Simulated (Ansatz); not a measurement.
# What LaScSe3 (model cell, started as cubic perovskite with Sc in the octahedra) distorts into, part 2 of 2

Which phase does LaScSe3 (model cell, started as cubic perovskite with Sc in the octahedra) fall into along its unstable mode, and how much energy does it gain?

Ansatz 0.2.0; DFT PBE, scalar-relativistic, plane waves, PAW; PAW set soft_1.

So far, highest frequency on the path or at a solved wavevector (cm⁻¹): step 2 (phonons on a q mesh) 333. Also lowest frequency on the path (cm⁻¹): step 2 -113.

The structure was built from a prototype and need not be the compound's stable phase.

## 6. Relaxation from the frozen mode

Starting from the lowest point found, all atoms and the cell are let go, so that strain and other modes of the same symmetry can join in.

input.yaml reads:

```yaml
crystal:
  lattice:
    - [5.1171789167, 5.1171789167, 0.0]
    - [5.1171789167, 0.0, 5.1171789167]
    - [5.1171789167, 0.0, -5.1171789167]
  atoms:
    - { symbol: La, position: [0.0, 0.5, 0.5] }
    - { symbol: La, position: [0.0, 0.0, 0.0] }
    - { symbol: Sc, position: [0.5, 0.25, 0.75] }
    - { symbol: Sc, position: [0.5, 0.75, 0.25] }
    - { symbol: Se, position: [0.5829097586, 0.4170902414, 0.4170902414] }
    - { symbol: Se, position: [0.4170902414, 0.0829097586, 0.0829097586] }
    - { symbol: Se, position: [0.0, -0.0414548793, 0.5414548793] }
    - { symbol: Se, position: [0.0, 0.5414548793, -0.0414548793] }
    - { symbol: Se, position: [0.5, 0.5414548793, -0.0414548793] }
    - { symbol: Se, position: [0.5, -0.0414548793, 0.5414548793] }
kpoints:
  mp_grid: { grid: [6, 6, 6] }
hamiltonian:
  xc: pbe
  pseudopotentials: { kind: paw, azcp: { folder: soft_1 } }
scf:
  occupations: { method: fixed }
output:
  forces: true
  stress: true
  eigenvalues: true
relax:
  adjacent_minimum: "off"
  f_tol: 0.002
  max_steps: 120
  cell: { stress_tol: 0.03 }
```

Command:

```bash
$ ansatz run input.yaml --threads 4 --pin off --max-ram 16384MiB --backend cpu --events-out ev --progress --plain --runs-dir out
```

Numbers of over 12 decimals in the logs are rounded to 6 here.

The program printed:

```text
[...]
Crystal: 10 atoms, lattice volume = 267.992 Å³
Basis set: ecut = 420 eV, 5209 PW (Γ), exchange–correlation on 100×100×100 points (8 copies of the dense FFT grid, shifted against one another)
Bands: 84, of which v1, the nominal top of the filled ones, is band 70 counted from 1 (69 counted from 0)
Symmetry: 8 space group operations
[...]
k-points: 46 of 216
[...]
SCF iter   1: F=—  HF=-49607.578176 eV  |F-HF|=—  |Δ(HF+E_count)|=         —  Δρ=8.81e-2  dr2=3.74e1  ethr=3.10e-3  ⟨swp⟩=3.1  Hψ=11547  notcnv=0  defer=93
[...]
SCF iter  13: F=-49603.763687 eV  HF=-49603.763687 eV  |F-HF|=1.32e-8  |Δ(HF+E_count)|=   6.32e-9  Δρ=2.08e-6  dr2=2.10e-8  ethr=7.14e-11  ⟨swp⟩=8.7  Hψ=18022  notcnv=0
SCF 1 converged in 13 iterations: F = -49603.763687 eV  dr2 = 2.10e-8
[...]
relax step   1: F+E_penalty+E_count = -49603.76368741 eV  Δ(F+E_penalty+E_count) = +0.000e0 eV  max|allowed force component| = 7.710e-1 eV/Å  Δτ_max = 0.0000 Å  P = -0.490 GPa  Ω = 267.992 Å³  (13 SCF iters, dr2 threshold 1.00e-7 eV, accepted)
Crystal: 10 atoms, lattice volume = 267.294 Å³
Basis set: ecut = 420 eV, 5175 PW (Γ), exchange–correlation on 100×100×100 points (8 copies of the dense FFT grid, shifted against one another)
[...]
iter 1 solved again at ethr=4.67e-4 eV; its pass at ethr=3.10e-3 eV (dr2=6.54e-1 eV) is discarded
[...]
SCF iter   8: F=-49604.540124 eV  HF=-49604.540123 eV  |F-HF|=3.25e-7  |Δ(HF+E_count)|=   9.48e-7  Δρ=1.13e-5  dr2=6.33e-7  ethr=7.14e-10  ⟨swp⟩=12.8  Hψ=28022  notcnv=0
SCF 2 converged in 8 iterations: F = -49604.540124 eV  dr2 = 6.33e-7
relax step   2: F+E_penalty+E_count = -49604.54012377 eV  Δ(F+E_penalty+E_count) = -7.764e-1 eV  max|allowed force component| = 4.145e-1 eV/Å  Δτ_max = 0.1950 Å  P = -0.216 GPa  Ω = 267.294 Å³  energy of the carried Pulay correction = +2.642e-5 eV  (8 SCF iters, dr2 threshold 1.00e-6 eV, accepted)
Crystal: 10 atoms, lattice volume = 267.233 Å³
Basis set: ecut = 420 eV, 5167 PW (Γ), exchange–correlation on 100×100×100 points (8 copies of the dense FFT grid, shifted against one another)
[...]
SCF iter   8: F=-49604.673467 eV  HF=-49604.673467 eV  |F-HF|=1.30e-7  |Δ(HF+E_count)|=   1.79e-6  Δρ=7.62e-6  dr2=2.61e-7  ethr=7.14e-10  ⟨swp⟩=17.4  Hψ=29418  notcnv=0
SCF 3 converged in 8 iterations: F = -49604.673467 eV  dr2 = 2.61e-7
relax step   3: F+E_penalty+E_count = -49604.67346732 eV  Δ(F+E_penalty+E_count) = -1.333e-1 eV  max|allowed force component| = 3.032e-1 eV/Å  Δτ_max = 0.1946 Å  P = +0.902 GPa  Ω = 267.233 Å³  energy of the carried Pulay correction = +2.876e-5 eV  (8 SCF iters, dr2 threshold 1.00e-6 eV, accepted)
[...]
relax step   4: F+E_penalty+E_count = -49604.71015661 eV  Δ(F+E_penalty+E_count) = -3.669e-2 eV  max|allowed force component| = 1.039e-1 eV/Å  Δτ_max = 0.0481 Å  P = -0.457 GPa  Ω = 271.414 Å³  energy of the carried Pulay correction = -1.286e-4 eV  (7 SCF iters, dr2 threshold 1.00e-6 eV, accepted)
[...]
relax step   5: F+E_penalty+E_count = -49604.71610471 eV  Δ(F+E_penalty+E_count) = -5.948e-3 eV  max|allowed force component| = 3.983e-2 eV/Å  Δτ_max = 0.0324 Å  P = -0.020 GPa  Ω = 269.738 Å³  energy of the carried Pulay correction = -6.579e-5 eV  (6 SCF iters, dr2 threshold 7.21e-7 eV, accepted)
[...]
relax step   6: F+E_penalty+E_count = -49604.71791267 eV  Δ(F+E_penalty+E_count) = -1.808e-3 eV  max|allowed force component| = 5.440e-3 eV/Å  Δτ_max = 0.0184 Å  P = +0.051 GPa  Ω = 269.675 Å³  energy of the carried Pulay correction = -6.346e-5 eV  (6 SCF iters, dr2 threshold 9.91e-8 eV, accepted)
[...]
relax step   7: F+E_penalty+E_count = -49604.71805856 eV  Δ(F+E_penalty+E_count) = -1.459e-4 eV  max|allowed force component| = 2.426e-3 eV/Å  Δτ_max = 0.0020 Å  P = -0.017 GPa  Ω = 269.938 Å³  energy of the carried Pulay correction = -7.330e-5 eV  (5 SCF iters, dr2 threshold 2.78e-8 eV, accepted)
[...]
relax step   8: F+E_penalty+E_count = -49604.71806845 eV  Δ(F+E_penalty+E_count) = -9.892e-6 eV  max|allowed force component| = 3.481e-3 eV/Å  Δτ_max = 0.0019 Å  P = +0.014 GPa  Ω = 269.756 Å³  energy of the carried Pulay correction = -6.648e-5 eV  (7 SCF iters, dr2 threshold 3.68e-10 eV, accepted)
[...]
relax step   9: F+E_penalty+E_count = -49604.71807677 eV  Δ(F+E_penalty+E_count) = -8.318e-6 eV  max|allowed force component| = 3.071e-4 eV/Å  Δτ_max = 0.0009 Å  P = +0.000 GPa  Ω = 269.832 Å³  energy of the carried Pulay correction = -6.936e-5 eV  (6 SCF iters, dr2 threshold 7.57e-10 eV, accepted)
[...]
SCF iter   8: F=-49604.718146 eV  HF=-49604.718146 eV  |F-HF|=0.00e0  |Δ(HF+E_count)|=  5.82e-11  Δρ=2.11e-8  dr2=1.94e-12  ethr=1.00e-12  ⟨swp⟩=12.3  Hψ=19743  notcnv=0
SCF 10 converged in 8 iterations: F = -49604.718146 eV  dr2 = 1.94e-12
relax step  10: F+E_penalty+E_count = -49604.71814601 eV  Δ(F+E_penalty+E_count) = -6.924e-5 eV  max|allowed force component| = 2.989e-4 eV/Å  Δτ_max = 0.0000 Å  P = +0.000 GPa  Ω = 269.832 Å³  stress off target by 9.34e-4 GPa  SCF on the basis re-selected at this cell (its energy is not comparable with the rows above)  (8 SCF iters)
basis re-selected at this cell: Δ(F+E_penalty+E_count) = -6.924e-5 eV, ΔP = +0.000 GPa vs the last step (what re-selecting the basis moved, of the pressure what is left beyond the Pulay correction that the steps carried, after the strain that the cell walked since its last selection, with what the two solves' SCF thresholds leave and, on support functions, any second-order correction that the steps lacked; it is no m [...]
SCF converged after 8 iterations
Free energy (F): -49604.718146 eV
[...]
Internal energy: -49604.718146 eV  (E = F + TS)
E sigma→0 (E₀):  -49604.718146 eV
Fermi energy:    8.595324 eV
[...]
--- Forces (eV/Å), atoms counted from 1 ---
  atom   1  La     0.00005753    -0.00005753     0.00000000
  atom   2  La    -0.00005753     0.00005753    -0.00000000
  atom   3  Sc     0.00000000     0.00000000     0.00000000
  atom   4  Sc    -0.00000000     0.00000000     0.00000000
  atom   5  Se     0.00016295    -0.00016295     0.00000000
  atom   6  Se    -0.00016295     0.00016295    -0.00000000
  atom   7  Se     0.00000000     0.00000000     0.00029892
  atom   8  Se     0.00000000    -0.00000000    -0.00029892
  atom   9  Se     0.00000000    -0.00000000    -0.00029892
  atom  10  Se    -0.00000000     0.00000000     0.00029892
  max |Σ_I F_I| component: 1.08e-19 eV/Å
--- Stress (GPa, compression-positive) ---
       -0.000379      -0.000556      -0.000000
       -0.000556      -0.000379       0.000000
       -0.000000       0.000000       0.000855
  P = ⅓ Tr σ = 0.0000 GPa (0.000 kbar)
--- Band table (eV; the first three rows and the last of 46) ---
  k-point 0: bands = [... 66 lower, 7.5568, 7.6963, 8.2056, 8.5953, 9.5892, 9.8286, 10.1651, 10.2474, ... 10 higher]
  k-point 1: bands = [... 66 lower, 7.5158, 7.7046, 8.0326, 8.4035, 9.6962, 9.9501, 10.2318, 10.3227, ... 10 higher]
  k-point 2: bands = [... 66 lower, 7.5333, 7.8100, 7.8667, 8.0891, 9.9474, 10.1868, 10.3085, 10.3606, ... 10 higher]
  k-point 45: bands = [... 66 lower, 7.3744, 7.5713, 7.6419, 7.7398, 10.1305, 10.2120, 10.2970, 10.3543, ... 10 higher]
--- Relaxed structure (9 steps of the walk, 9 accepted, 1 SCFs on fresh bases) ---
  F+E_penalty+E_count = -49604.71814601 eV   max|allowed force component| = 2.989e-4 eV/Å   (the final SCF, on the basis selected at the relaxed cell)
  cell:  # Å, volume = 269.8324 Å³
    - [5.094916, 5.094916, 0.0]
    - [5.123189, -0.028273, 5.140396]
    - [5.123189, -0.028273, -5.140396]
  atoms:
    - { symbol: La, position: [-0.033912, 0.533912, 0.533912] }
    - { symbol: La, position: [0.033912, -0.033912, -0.033912] }
    - { symbol: Sc, position: [0.500000, 0.25, 0.75] }
    - { symbol: Sc, position: [0.500000, 0.750000, 0.250000] }
    - { symbol: Se, position: [0.623105, 0.376895, 0.376895] }
    - { symbol: Se, position: [0.376895, 0.123105, 0.123105] }
    - { symbol: Se, position: [4.336808689942018e-19, -0.068267, 0.568267] }
    - { symbol: Se, position: [4.336808689942018e-19, 0.568267, -0.068267] }
    - { symbol: Se, position: [0.5, 0.568267, -0.068267] }
    - { symbol: Se, position: [0.5, -0.068267, 0.568267] }
```

It took 3.6 min on 4 threads of Arm Neoverse V1, shared host; peak memory 1.3 GiB.

The steps of the relaxation:

| step | energy less that of the first step (eV) | largest force component (eV/Å) | pressure (GPa) | volume (Å³) |
| --- | --- | --- | --- | --- |
| 1 | 0.0000 | 0.7710 | -0.49 | 267.99 |
| 2 | -0.7764 | 0.4145 | -0.22 | 267.29 |
| 3 | -0.9098 | 0.3032 | 0.90 | 267.23 |
| 4 | -0.9465 | 0.1039 | -0.46 | 271.41 |
| 5 | -0.9524 | 0.0398 | -0.02 | 269.74 |
| 6 | -0.9542 | 0.0054 | 0.05 | 269.68 |
| 7 | -0.9544 | 0.0024 | -0.02 | 269.94 |
| 8 | -0.9544 | 0.0035 | 0.01 | 269.76 |
| 9 | -0.9544 | 0.0003 | 0.00 | 269.83 |
| 10* | -0.9545 | 0.0003 | 0.00 | 269.83 |

Relaxation steps marked * repeat the geometry before them on a plane-wave basis chosen anew for their cell, so energy and pressure can jump there.

The run keeps the 8 symmetry operations that it works with, so distortions that break them were not tested.

| conventional cell, symmetrised | before | after | change |
| --- | --- | --- | --- |
| a (Å) | 7.237 | 7.205 | -0.4 % |
| b (Å) | 10.234 | 10.281 | +0.5 % |
| c (Å) | 7.237 | 7.285 | +0.7 % |
| volume (Å³/atom) | 26.80 | 26.98 | +0.7 % |

The atoms that moved most (Å, as changes of fractional coordinates times the final cell):

| atom | dx | dy | dz | length |
| --- | --- | --- | --- | --- |
| Se5 | -0.207 | 0.207 | 0.000 | 0.293 |
| Se6 | 0.207 | -0.207 | 0.000 | 0.293 |
| Se9 | 0.000 | 0.000 | 0.276 | 0.276 |
| Se10 | 0.000 | 0.000 | -0.276 | 0.276 |
| Se7 | 0.000 | 0.000 | -0.276 | 0.276 |
| Se8 | 0.000 | 0.000 | 0.276 | 0.276 |
| La2 | -0.175 | 0.175 | 0.000 | 0.247 |
| La1 | 0.175 | -0.175 | 0.000 | 0.247 |

Numbers from this step:

* pressure: 3.25e-5 GPa
* gap on the k-mesh: 0.9939 eV
* volume per atom: 26.98 Å³

The distorted start has space group Imma; the relaxation ends in Imma.

## 7. The new phase in its own primitive cell

The relaxed structure is symmetrised, reduced to its primitive cell and relaxed tightly, as its phonons need.

input.yaml reads:

```yaml
crystal:
  lattice:
    - [-3.6026498584, 5.1403957559, 3.6426338379]
    - [3.6026498584, -5.1403957559, 3.6426338379]
    - [3.6026498584, 5.1403957559, -3.6426338379]
  atoms:
    - { symbol: La, position: [0.2160880461, 0.9660880461, 0.25] }
    - { symbol: La, position: [0.7839119539, 0.0339119539, 0.75] }
    - { symbol: Sc, position: [0.5, 0.5, 0.0] }
    - { symbol: Sc, position: [0.0, 0.5, 0.5] }
    - { symbol: Se, position: [0.3731054127, 0.6231054127, 0.75] }
    - { symbol: Se, position: [0.6268945873, 0.3768945873, 0.25] }
    - { symbol: Se, position: [0.8182672792, 0.0, 0.3182672792] }
    - { symbol: Se, position: [0.1817327208, 0.0, 0.6817327208] }
    - { symbol: Se, position: [0.1817327208, 0.5, 0.1817327208] }
    - { symbol: Se, position: [0.8182672792, 0.5, 0.8182672792] }
kpoints:
  mp_grid: { grid: [6, 6, 6] }
hamiltonian:
  xc: pbe
  pseudopotentials: { kind: paw, azcp: { folder: soft_1 } }
scf:
  occupations: { method: fixed }
output:
  forces: true
  stress: true
  eigenvalues: true
relax:
  adjacent_minimum: "off"
  f_tol: 0.001
  max_steps: 60
  cell: { stress_tol: 0.01 }
```

The program printed:

```text
[...]
Crystal: 10 atoms, lattice volume = 269.832 Å³
Basis set: ecut = 420 eV, 5193 PW (Γ), exchange–correlation on 100×100×100 points (8 copies of the dense FFT grid, shifted against one another)
Bands: 84, of which v1, the nominal top of the filled ones, is band 70 counted from 1 (69 counted from 0)
Symmetry: 8 space group operations
[...]
k-points: 46 of 216
[...]
- { symbol: Sc, position: [0.5, 0.5, 0.0] }
    - { symbol: Sc, position: [0.0, 0.500000, 0.500000] }
    - { symbol: Se, position: [0.373105, 0.623105, 0.750000] }
    - { symbol: Se, position: [0.6268945873, 0.376895, 0.250000] }
    - { symbol: Se, position: [0.8182672792, -5.551115123125783e-17, 0.318267] }
    - { symbol: Se, position: [0.181733, 5.551115123125783e-17, 0.681733] }
    - { symbol: Se, position: [0.181733, 0.5, 0.181733] }
    - { symbol: Se, position: [0.8182672792, 0.5, 0.818267] }
[key lines of the parts left out:]
SCF converged after 7 iterations
Free energy (F): -49604.718146 eV
Fermi energy:    8.595324 eV
P = ⅓ Tr σ = 0.0000 GPa (0.000 kbar)
```

Wall time 49 s (4 threads); peak memory 1.3 GiB; 3.3 min of CPU time.

Little changed from the start: no atom moved by 0.005 Å and no cell edge by 0.1 %.

This step gave:

```
pressure           : 3.34e-5 GPa
direct gap on mesh : 0.9939 eV
```

The largest force component left is 0.30 meV/Å and the pressure is 0.000 GPa, within the tolerances set. The cell now holds 26.98 Å³/atom.

## 8. Summary of results

| Property | Result |
| --- | --- |
| unstable mode of the parent | q = (-0.5, -0.5, -0.5), 114i cm⁻¹ |
| depth at the lowest point sampled | 174 meV/atom |
| largest atomic shift at that point | 0.6 Å |
| space group reached (within 0.01 Å) | Imma |
| energy gained over the parent (first relaxation, on the mesh of the frozen mode) | 269 meV/atom |
| volume per atom, phase reached | 27.0 Å³ |
| gap on the k-mesh, phase reached | 0.994 eV |

Along this mode the structure falls into Imma, 269 meV/atom below the parent. At the parent's cell the well is 174.0 meV/atom deep on the steps tried, with its lowest point at a shift of 0.6 Å. That is the last step tried, so the steps alone don't bracket the bottom of the well. Relaxing atoms and cell changes the gain by +95.45 meV/atom against the lowest step (energies at zero smearing). The modes of the phase reached were not computed on this path. Of the 4 patterns followed to their end from this parent, this one reaches the lowest energy. Each path keeps the symmetry of its pattern, so a lower phase may lie along a pattern not tried. Spin-orbit coupling is left out, which can matter for the heavy elements here. The starting cell was built on a prototype and not taken from a measurement, so the phase need not exist.

[Logs are printed without paths, hosts, clocks, repeated set-up lines and the standing remarks that a program may print on its own settings, such as how far it seeks lower states.]

[Hosts, paths, dates, database ids (printed as entryN), source tags and the programs' standing remarks are cut or masked in the printed files.]
